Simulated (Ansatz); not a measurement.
**Ti (hcp): which axis gives way under pressure?**

Cell and atoms of hcp Ti are relaxed at set pressures, to see how each axis shrinks. The phase is followed to these pressures whether or not it stays the stable one.

Calculated with Ansatz 0.2.0, PBEsol, PAW files of the set soft_1, cutoff 600 eV, Fermi–Dirac smearing 0.05 eV, k-mesh 17×17×10, no spin polarisation, no spin-orbit coupling.

Reference cell, relaxed at zero pressure with PBEsol (P6_3/mmc): a = 2.9010 Å, b = 2.9010 Å, c = 4.5887 Å, α = 90.00°, β = 90.00°, γ = 120.00°.

```
atom       x       y       z
  Ti  0.3333  0.6667  0.7500
  Ti  0.6667  0.3333  0.2500
```

```
P (GPa)   a (Å)   c (Å)     c/a
  −4.00  2.9364  4.6409  1.5805
  −0.01  2.9010  4.5887  1.5818
   5.00  2.8616  4.5347  1.5847
  10.00  2.8276  4.4868  1.5868
  15.00  2.7975  4.4434  1.5884
  20.00  2.7700  4.4050  1.5903
```

**Question.** Give the linear compressibility of each axis at zero pressure, and the edges at 30.00 GPa, a row left out above.

Least squares with l = l0 + l1 P + l2 P² gives for a: l0 = 2.9014 Å, l1 = −8.280e−3 Å/GPa, l2 = 8.67e−5 Å/GPa², so β = −l1/l0 = 2.854 × 10⁻³ GPa⁻¹ and the withheld edge is 2.7311 Å. This extrapolates past the fitted rows. The run itself gives 2.7210 Å, so the estimate misses by 0.0101 Å, more than the largest misfit of the fitted rows (0.0008 Å).

Least squares with l = l0 + l1 P + l2 P² gives for c: l0 = 4.5906 Å, l1 = −1.173e−2 Å/GPa, l2 = 1.24e−4 Å/GPa², so β = −l1/l0 = 2.555 × 10⁻³ GPa⁻¹ and the withheld edge is 4.3505 Å. This extrapolates past the fitted rows. The run itself gives 4.3395 Å, so the estimate misses by 0.0110 Å, more than the largest misfit of the fitted rows (0.0021 Å).

The compressibilities add to the volume compressibility, 2β_a + β_c = 8.262 × 10⁻³ GPa⁻¹, or B0 ≈ 121 GPa; a parabola over so wide a range errs a few per cent to the stiff side. The a axis is the softest, 1.1 times as compressible as c.

[Logs are printed without paths, hosts, clocks, repeated set-up lines and the standing remarks that a program may print on its own settings, such as how far it seeks lower states.]
